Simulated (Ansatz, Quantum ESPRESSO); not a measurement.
# AgSb (Pm-3m): from the cell to the phonon bands, part 2 of 4

Aim: the phonon dispersion of AgSb (Pm-3m), checked by a second program.

Quantum ESPRESSO 7.5; DFT LDA, scalar-relativistic, plane waves, JTH PAW pseudopotentials.

So far. Step 2 (A probe with smearing): No gap opens on this mesh, so smearing is kept; the start stands at -1.9 GPa. Step 4 (Ground state): The cell stands at 0.008 GPa, close enough for phonons. The relaxed cell has a = 3.477 Å (conventional setting).

The structure was built from a prototype and need not be the compound's stable phase.

### 5. Phonons on a q mesh

Linear response treats each wavevector in the unit cell, with no supercell; the 2×2×2 mesh fixes the range of the force constants to be had.

ph.in reads:

```
phonons
&INPUTPH
  prefix       = 'x'
  outdir       = './tmp'
  fildyn       = 'x.dyn'
  tr2_ph       = 1.0d-18
  alpha_mix(1) = 0.4
  nmix_ph      = 8
  ldisp        = .true.
  nq1          = 2
  nq2          = 2
  nq3          = 2
/
```

Launch:

```bash
OMP_NUM_THREADS=1 mpirun -n 4 ph.x -nk 4 -in ph.in > ph.out
```

Numbers of over 12 decimals in the logs are rounded to 6 here.

Output:

```text
[banners, grids, parts of the stress and lines that vanish by symmetry left out]
[banner, memory and clock lines left out]
Program PHONON v.7.5

     ./tmp/x.save/

     file Ag.upf: wavefunction(s)  0S 5P 0P 4D 0D renormalized
     file Sb.upf: wavefunction(s)  0S 0P 4D 0D renormalized

     IMPORTANT: XC functional enforced from input :
     Exchange-correlation= PW
                           (   1   4   0   0   0   0   0)
     Any further DFT definition will be discarded
     Please, verify this is what you really want

     G-vector sticks info

     Check: negative core charge=   -0.000004
     Reading collected, re-writing distributed wavefunctions in ./tmp/

     Dynamical matrices for ( 2, 2, 2)  uniform grid of q-points
     (   4 q-points):
       N         xq(1)         xq(2)         xq(3)
       1   0.000000000   0.000000000   0.000000000
       2   0.000000000   0.000000000  -0.500000000
       3   0.000000000  -0.500000000  -0.500000000
       4  -0.500000000  -0.500000000  -0.500000000

     Number and degeneracy of irreps per q-point
       N         xq(1)         xq(2)         xq(3)   N irreps
       1   0.000000000   0.000000000   0.000000000       2
        3   3
       2   0.000000000   0.000000000  -0.500000000       4
        1   2   1   2
       3   0.000000000  -0.500000000  -0.500000000       4
        1   1   2   2
       4  -0.500000000  -0.500000000  -0.500000000       2
        3   3

     Calculation of q =    0.0000000   0.0000000   0.0000000

     phonons

     bravais-lattice index     =            1
     lattice parameter (alat)  =       6.5710  a.u.
     unit-cell volume          =     283.7249 (a.u.)^3
     number of atoms/cell      =            2
     number of atomic types    =            2
     kinetic-energy cut-off    =      40.0000  Ry
     charge density cut-off    =     200.0000  Ry
     convergence threshold     =      1.0E-18
     beta                      =       0.4000
     number of iterations used =            8
     Exchange-correlation= PW
                           (   1   4   0   0   0   0   0)

     celldm(1)=    6.57102  celldm(2)=    0.00000  celldm(3)=    0.00000
     celldm(4)=    0.00000  celldm(5)=    0.00000  celldm(6)=    0.00000

     crystal axes: (cart. coord. in units of alat)
               a(1) = (  1.0000  0.0000  0.0000 )
               a(2) = (  0.0000  1.0000  0.0000 )
               a(3) = (  0.0000  0.0000  1.0000 )

     reciprocal axes: (cart. coord. in units 2 pi/alat)
               b(1) = (  1.0000  0.0000  0.0000 )
               b(2) = (  0.0000  1.0000  0.0000 )
               b(3) = (  0.0000  0.0000  1.0000 )

     Atoms inside the unit cell:

     Cartesian axes

     site n.  atom      mass           positions (alat units)
        1  Ag    107.8682   tau(    1) = (    0.00000    0.00000    0.00000  )
        2  Sb    121.7600   tau(    2) = (    0.50000    0.50000    0.50000  )

     Computing dynamical matrix for
                    q = (   0.0000000   0.0000000   0.0000000 )

     49 Sym.Ops. (with q -> -q+G )

     G cutoff =  218.7435  (  13517 G-vectors)     FFT grid: ( 30, 30, 30)
     G cutoff =  174.9948  (   9771 G-vectors)  smooth grid: ( 27, 27, 27)

     number of k points=    56  Marzari-Vanderbilt smearing, width (Ry)=  0.0200

     PseudoPot. # 1 for Ag read from file:
     ./pseudo/Ag.upf
     Pseudo is Projector augmented-wave + core cor, Zval = 11.0
     Shape of augmentation charge: BESSEL
     Using radial grid of 1085 points,  6 beta functions with:
                l(1) =   0
                l(2) =   0
                l(3) =   1
                l(4) =   1
                l(5) =   2
                l(6) =   2
     Q(r) pseudized with 0 coefficients

     PseudoPot. # 2 for Sb read from file:
     ./pseudo/Sb.upf
     Pseudo is Projector augmented-wave + core cor, Zval = 15.0
     Shape of augmentation charge: BESSEL
     Using radial grid of 1092 points,  6 beta functions with:
                l(1) =   0
                l(2) =   0
                l(3) =   1
                l(4) =   1
                l(5) =   2
                l(6) =   2
     Q(r) pseudized with 0 coefficients

     Mode symmetry, O_h (m-3m)  point group:

     Atomic displacements:
     There are    2 irreducible representations

     Representation     1      3 modes -  To be done

     Representation     2      3 modes -  To be done

     Alpha used in Ewald sum =   1.9000

     Representation #   1 modes #   1   2   3

     Self-consistent Calculation
      iter #   1   av.it.:   7.4
      thresh= 1.000E-02 alpha_mix =  0.400 |ddv_scf|^2 =  7.977E-06
      iter #   2   av.it.:  11.3
      thresh= 2.824E-04 alpha_mix =  0.400 |ddv_scf|^2 =  5.903E-07
      iter #   3   av.it.:  11.6
      thresh= 7.683E-05 alpha_mix =  0.400 |ddv_scf|^2 =  3.216E-08
      iter #   4   av.it.:  12.0
      thresh= 1.793E-05 alpha_mix =  0.400 |ddv_scf|^2 =  8.981E-10
      iter #   5   av.it.:  12.1
      thresh= 2.997E-06 alpha_mix =  0.400 |ddv_scf|^2 =  5.416E-12
      iter #   6   av.it.:  11.6
      thresh= 2.327E-07 alpha_mix =  0.400 |ddv_scf|^2 =  1.310E-12
      iter #   7   av.it.:  11.7
      thresh= 1.144E-07 alpha_mix =  0.400 |ddv_scf|^2 =  8.157E-15
      iter #   8   av.it.:  11.8
      thresh= 9.032E-09 alpha_mix =  0.400 |ddv_scf|^2 =  5.512E-17
      iter #   9   av.it.:  11.6
      thresh= 7.424E-10 alpha_mix =  0.400 |ddv_scf|^2 =  2.001E-18
      iter #  10   av.it.:  12.2
      thresh= 1.415E-10 alpha_mix =  0.400 |ddv_scf|^2 =  2.150E-21

     End of self-consistent calculation

     Convergence has been achieved

     Representation #   2 modes #   4   5   6

     Self-consistent Calculation
      iter #   1   av.it.:   6.0
      thresh= 1.000E-02 alpha_mix =  0.400 |ddv_scf|^2 =  3.045E-06
      iter #   2   av.it.:  10.7
      thresh= 1.745E-04 alpha_mix =  0.400 |ddv_scf|^2 =  1.840E-07
      iter #   3   av.it.:  10.6
      thresh= 4.289E-05 alpha_mix =  0.400 |ddv_scf|^2 =  5.616E-09
      iter #   4   av.it.:  12.0
      thresh= 7.494E-06 alpha_mix =  0.400 |ddv_scf|^2 =  6.771E-11
[...]
End of self-consistent calculation

     Convergence has been achieved

     Number of q in the star =    1
     List of q in the star:
          1   0.000000000   0.000000000   0.000000000

     Diagonalizing the dynamical matrix

     q = (    0.000000000   0.000000000   0.000000000 )

 **************************************************************************
     freq (    1) =       0.073710 [THz] =       2.458708 [cm-1]
     freq (    2) =       0.073710 [THz] =       2.458708 [cm-1]
     freq (    3) =       0.073710 [THz] =       2.458708 [cm-1]
     freq (    4) =       2.326745 [THz] =      77.611873 [cm-1]
     freq (    5) =       2.326745 [THz] =      77.611873 [cm-1]
     freq (    6) =       2.326745 [THz] =      77.611873 [cm-1]
 **************************************************************************

     Mode symmetry, O_h (m-3m)  point group:

     freq (   1-   3) =          2.5  [cm-1]   --> T_1u G_15  G_4- I
     freq (   4-   6) =         77.6  [cm-1]   --> T_1u G_15  G_4- I

     Calculation of q =    0.0000000   0.0000000  -0.5000000
     [... set-up and bands at k+q left out ...]

     Mode symmetry, D_4h(4/mmm) point group:

     Atomic displacements:
     There are    4 irreducible representations

     Representation     1      1 modes -  To be done

     Representation     2      2 modes -  To be done

     Representation     3      1 modes -  To be done

     Representation     4      2 modes -  To be done

     Message from routine init_vloc:
     Interpolation table for Vloc re-allocated

     Alpha used in Ewald sum =   1.9000

     Representation #   1 mode #   1

     Self-consistent Calculation

[...]
End of self-consistent calculation

     Convergence has been achieved

     Representation #   2 modes #   2   3

     Self-consistent Calculation

[...]
End of self-consistent calculation

     Convergence has been achieved

     Representation #   3 mode #   4

     Self-consistent Calculation

[...]
End of self-consistent calculation

     Convergence has been achieved

     Representation #   4 modes #   5   6

     Self-consistent Calculation

[...]
End of self-consistent calculation

     Convergence has been achieved

     Number of q in the star =    3
     List of q in the star:
          1   0.000000000   0.000000000  -0.500000000
          2   0.000000000  -0.500000000   0.000000000
          3  -0.500000000   0.000000000   0.000000000

     Diagonalizing the dynamical matrix

     q = (    0.000000000   0.000000000  -0.500000000 )

 **************************************************************************
     freq (    1) =       1.075415 [THz] =      35.871977 [cm-1]
     freq (    2) =       1.075415 [THz] =      35.871977 [cm-1]
     freq (    3) =       2.185161 [THz] =      72.889141 [cm-1]
     freq (    4) =       2.185161 [THz] =      72.889141 [cm-1]
     freq (    5) =       2.217456 [THz] =      73.966386 [cm-1]
     freq (    6) =       3.216029 [THz] =     107.275184 [cm-1]
 **************************************************************************

     Mode symmetry, D_4h(4/mmm) point group:

     freq (   1-   2) =         35.9  [cm-1]   --> E_g  X_5  M_5
     freq (   3-   4) =         72.9  [cm-1]   --> E_u  X_5' M_5'
     freq (   5-   5) =         74.0  [cm-1]   --> A_2u X_4' M_4'
     freq (   6-   6) =        107.3  [cm-1]   --> A_1g X_1  M_1

     Calculation of q =    0.0000000  -0.5000000  -0.5000000
     [... set-up and bands at k+q left out ...]

     Mode symmetry, D_4h(4/mmm) point group:

     Atomic displacements:
     There are    4 irreducible representations

     Representation     1      1 modes -  To be done

     Representation     2      1 modes -  To be done

     Representation     3      2 modes -  To be done

     Representation     4      2 modes -  To be done

     Alpha used in Ewald sum =   1.9000

     Representation #   1 mode #   1

     Self-consistent Calculation

[...]
End of self-consistent calculation

     Convergence has been achieved

     Representation #   2 mode #   2

     Self-consistent Calculation

[...]
End of self-consistent calculation

     Convergence has been achieved

     Representation #   3 modes #   3   4

     Self-consistent Calculation

[...]
End of self-consistent calculation

     Convergence has been achieved

     Representation #   4 modes #   5   6

     Self-consistent Calculation

[...]
End of self-consistent calculation

     Convergence has been achieved

     Number of q in the star =    3
     List of q in the star:
          1   0.000000000  -0.500000000  -0.500000000
          2  -0.500000000  -0.500000000   0.000000000
          3  -0.500000000   0.000000000  -0.500000000

     Diagonalizing the dynamical matrix

     q = (    0.000000000  -0.500000000  -0.500000000 )

 **************************************************************************
     freq (    1) =      -1.382532 [THz] =     -46.116298 [cm-1]
     freq (    2) =      -1.382532 [THz] =     -46.116298 [cm-1]
     freq (    3) =       1.267304 [THz] =      42.272721 [cm-1]
     freq (    4) =       1.896652 [THz] =      63.265516 [cm-1]
     freq (    5) =       3.064954 [THz] =     102.235849 [cm-1]
     freq (    6) =       3.064954 [THz] =     102.235849 [cm-1]
 **************************************************************************

     Mode symmetry, D_4h(4/mmm) point group:

     freq (   1-   2) =        -46.1  [cm-1]   --> E_u  X_5' M_5'
     freq (   3-   3) =         42.3  [cm-1]   --> A_2u X_4' M_4'
     freq (   4-   4) =         63.3  [cm-1]   --> B_1u X_2' M_2'
     freq (   5-   6) =        102.2  [cm-1]   --> E_u  X_5' M_5'

     Calculation of q =   -0.5000000  -0.5000000  -0.5000000
     [... set-up and bands at k+q left out ...]

     Mode symmetry, O_h (m-3m)  point group:

     Atomic displacements:
     There are    2 irreducible representations

     Representation     1      3 modes -  To be done

     Representation     2      3 modes -  To be done

     Alpha used in Ewald sum =   1.9000

     Representation #   1 modes #   1   2   3

     Self-consistent Calculation

[...]
End of self-consistent calculation

     Convergence has been achieved

     Representation #   2 modes #   4   5   6

     Self-consistent Calculation

[...]
iter #   3   av.it.:   9.8
      thresh= 3.176E-05 alpha_mix =  0.400 |ddv_scf|^2 =  6.223E-09

      iter #   4   av.it.:  11.0
      thresh= 7.889E-06 alpha_mix =  0.400 |ddv_scf|^2 =  3.384E-11

      iter #   5   av.it.:  10.7
      thresh= 5.817E-07 alpha_mix =  0.400 |ddv_scf|^2 =  3.008E-12

      iter #   6   av.it.:  10.9
      thresh= 1.734E-07 alpha_mix =  0.400 |ddv_scf|^2 =  3.249E-14

      iter #   7   av.it.:  11.4
      thresh= 1.803E-08 alpha_mix =  0.400 |ddv_scf|^2 =  6.855E-17

      iter #   8   av.it.:  10.8
      thresh= 8.279E-10 alpha_mix =  0.400 |ddv_scf|^2 =  1.958E-17

      iter #   9   av.it.:  10.6
      thresh= 4.425E-10 alpha_mix =  0.400 |ddv_scf|^2 =  2.244E-20

     End of self-consistent calculation

     Convergence has been achieved

     Number of q in the star =    1
     List of q in the star:
          1  -0.500000000  -0.500000000  -0.500000000

     Diagonalizing the dynamical matrix

     q = (   -0.500000000  -0.500000000  -0.500000000 )

 **************************************************************************
     freq (    1) =       1.716885 [THz] =      57.269109 [cm-1]
     freq (    2) =       1.716885 [THz] =      57.269109 [cm-1]
     freq (    3) =       1.716885 [THz] =      57.269109 [cm-1]
     freq (    4) =       2.264568 [THz] =      75.537861 [cm-1]
     freq (    5) =       2.264568 [THz] =      75.537861 [cm-1]
     freq (    6) =       2.264568 [THz] =      75.537861 [cm-1]
 **************************************************************************

     Mode symmetry, O_h (m-3m)  point group:

     freq (   1-   3) =         57.3  [cm-1]   --> T_2g G_25' G_5+
     freq (   4-   6) =         75.5  [cm-1]   --> T_1u G_15  G_4-


[key lines of the parts left out:]
the Fermi energy is    13.2708 ev
```

Elapsed: 9.9 min, on 4 MPI ranks of Arm Neoverse V1, shared host; 39 min of CPU time.

Numbers from this step:

* largest acoustic frequency at the zone centre before the sum rule: 2.46 cm⁻¹
* highest optical zone-centre mode (no LO-TO term): 77.61 cm⁻¹
* lowest optical zone-centre mode: 77.61 cm⁻¹
* lowest mode on the q mesh (acoustic ones at the zone centre apart): -46.12 cm⁻¹

Frequencies (cm⁻¹) at each irreducible wavevector; negative means imaginary. Frequencies by wavevector:

| q (fractions) | star | mode 1 | mode 2 | mode 3 | mode 4 | mode 5 | mode 6 |
| --- | --- | --- | --- | --- | --- | --- | --- |
| 0 0 0 | 1 | 2.46 | 2.46 | 2.46 | 77.61 | 77.61 | 77.61 |
| 0 0 -0.5 | 3 | 35.87 | 35.87 | 72.89 | 72.89 | 73.97 | 107.3 |
| 0 -0.5 -0.5 | 3 | -46.12 | -46.12 | 42.27 | 63.27 | 102.2 | 102.2 |
| -0.5 -0.5 -0.5 | 1 | 57.27 | 57.27 | 57.27 | 75.54 | 75.54 | 75.54 |

The acoustic modes at Γ come out as far as 2.5 cm⁻¹ from zero, where they should vanish, a small numerical error.

### 6. Fourier transform to real space

The dynamical matrices of the mesh are Fourier-transformed to force constants in real space.

q2r.in reads:

```
&INPUT
  fildyn = 'x.dyn'
  zasr   = 'crystal'
  flfrc  = 'x.fc'
/
```

Launch:

```bash
q2r.x < q2r.in > q2r.out
```

Output:

```text
[banners, grids, parts of the stress and lines that vanish by symmetry left out]
[banner, memory and clock lines left out]
Program Q2R v.7.5

  reading grid info from file x.dyn0

  reading force constants from file x.dyn1
  Dielectric Tensor not found
  nqs=            1
 q=   0.00000000  0.00000000  0.00000000
  reading force constants from file x.dyn2
  nqs=            3
 q=   0.00000000  0.00000000 -0.50000000
[...]
reading force constants from file x.dyn3
  nqs=            3
[...]
q=  -0.50000000  0.00000000 -0.50000000
  reading force constants from file x.dyn4
  nqs=            1
 q=  -0.50000000 -0.50000000 -0.50000000

      q-space grid ok, #points =    8

      fft-check success (sum of imaginary terms < 10^-12)
```

Wall time 0.45 s (1 thread).

### 7. Dispersion

From the force constants any wavevector is cheap; points of the mesh come back as solved, but for the sum rule and, in polar crystals, the LO-TO term at Γ; the rest is interpolation.

matdyn.in reads:

```
&INPUT
  asr              = 'crystal'
  flfrc            = 'x.fc'
  flfrq            = 'x.freq'
  flvec            = 'x.modes'
  q_in_band_form   = .true.
  q_in_cryst_coord = .true.
/
8
  0.0000000   0.0000000   0.0000000  12  ! GAMMA
  0.0000000   0.5000000   0.0000000  12  ! X
  0.5000000   0.5000000   0.0000000  12  ! M
  0.0000000   0.0000000   0.0000000  12  ! GAMMA
  0.5000000   0.5000000   0.5000000  12  ! R
  0.0000000   0.5000000   0.0000000   1  ! X
  0.5000000   0.5000000   0.5000000  12  ! R
  0.5000000   0.5000000   0.0000000   1  ! M
```

Launch:

```bash
matdyn.x -in matdyn.in > matdyn.out
```

Output:

```text
[banner, memory and clock lines left out]
Program MATDYN v.7.5

 mass for atomic type   1 not given; uses mass from file x.fc
 mass for atomic type   2 not given; uses mass from file x.fc
 Norm of the difference between old and new effective charges:    0.000000

 Norm of the difference between old and new force-constants:   6.18689e-05

     Message from routine matdyn:
     Z* not found in file x.fc, TO-LO splitting at q=0 will be absent!
     Message from routine matdyn:
     Z* not found in file x.fc, TO-LO splitting at q=0 will be absent!

Note: The following floating-point exceptions are signalling: IEEE_UNDERFLOW_FLAG
```

It took 0.46 s on 1 thread.

This step gave:

```yaml
lowest_frequency_on_the_path: -46.12 cm⁻¹
```

Matdyn.x, sum rule crystal. Phonon branches along the path, in cm⁻¹:

```csv
point,branch 1,branch 2,branch 3,branch 4,branch 5,branch 6
Γ,0,0,0,78,78,78
halfway,28,28,56,74,74,91
X,36,36,73,73,74,107
halfway,-27,39,51,60,91,105
M,-46,-46,42,63,102,102
halfway,10,38,56,69,80,97
Γ,0,0,0,78,78,78
halfway,29,31,31,87,87,87
R,57,57,57,76,76,76
halfway,-23,23,58,64,92,98
X,36,36,73,73,74,107
jump to R,57,57,57,76,76,76
halfway,-11,-11,60,61,94,94
M,-46,-46,42,63,102,102
```

The phonon branches as a text plot (rows in cm⁻¹):

```
    104 |     **************                         *****     **
     98 |    *       **  ** *                      **         *
     91 |   *       *      * **          ***      ****      **
     85 |  *       *        *  *     ****** **  **    *    *
     79 |***     **            ******  *   *****       ** *
     72 |   *******          ***    * *         **     *****
     66 |         **   **   **       *            ******    *  **
     59 |   **       **  ***  *       *        ******     *****
     53 |           **               *      ***      **   *   *
     47 |          *  * *****  *       *   *    *     *        *
     40 |  *     **    *    *       *     *            **  *    *
     34 |     ***            *  *       **  **   *   *  **
     27 |   **   *         *  *       ***         *    *
     21 | **      * *         **   * *            ***       *
     15 |                    * ***  *      *
      8 |**                      * *     *
      2 |                         *
     -5 |
    -11 |                                 *                  *
    -17 |          * *    * *                      *  *
    -24 |                                           **
    -30 |                  *
    -37 |           **   **                                   *
    -43 |             ****                                     **
         Γ      X      M          Γ            R        X|R     M
```

Lowest modes at the softest wavevector of the mesh; phase exp(i q.(R + tau)). Modes at q = (0.000, 0.500, 0.500), with each element's share of the kinetic energy (negative means imaginary):

| mode | frequency (cm⁻¹) | Ag % | Sb % |
| --- | --- | --- | --- |
| 1 | -46.1 | 54 | 46 |
| 2 | -46.1 | 54 | 46 |
| 3 | 42.3 | 100 | 0 |
| 4 | 63.3 | 0 | 100 |
| 5 | 102.2 | 46 | 54 |
| 6 | 102.2 | 46 | 54 |

Displacements in mode 1 (-46.1 cm⁻¹), the largest set to 1, in the home cell:
```
Ag1 0.00 1.00 0.00
Sb2 0.00 0.00 0.87
```

Displacements in mode 6 (102.2 cm⁻¹), the largest set to 1, in the home cell:
```
Ag1  0.00  0.00  0.99
Sb2  0.00 -1.00  0.00
```

Force constants by pair (phonopy on the run's constants); pairs near half the supercell's span include their periodic images. Pair force constants, by row:

```
atom  neighbour  distance (Å)  third of the trace (eV/Å²)  along the pair's line (eV/Å²)
 Ag1     itself             0                       1.694                              –
 Ag1         Sb         3.011                     -0.1583                        -0.8191
 Ag1         Ag         3.477                       -0.01                        -0.1461
 Ag1         Ag         4.918                      0.0238                         0.0814
 Ag1         Ag         6.023                     -0.4684                        -0.4684
 Sb2     itself             0                       1.873                              –
 Sb2         Ag         3.011                     -0.1583                        -0.8191
 Sb2         Sb         3.477                     -0.0102                        -0.8204
 Sb2         Sb         4.918                     -0.1685                        -0.5262
 Sb2         Sb         6.023                     -0.0702                        -0.0702
```

Mode patterns, pair constants, displacements and means over the zone were worked out by phonopy from the force constants of q2r.x.

The path dips to 46i cm⁻¹.

(Part 2 of 4 ends here.)

[Host names and launcher messages were left out of these logs when they were recorded.]

[Logs are printed without paths, hosts, clocks, repeated set-up lines and the standing remarks that a program may print on its own settings, such as how far it seeks lower states.]

[Hosts, paths, dates, database ids (printed as entryN), source tags and the programs' standing remarks are cut or masked in the printed files.]
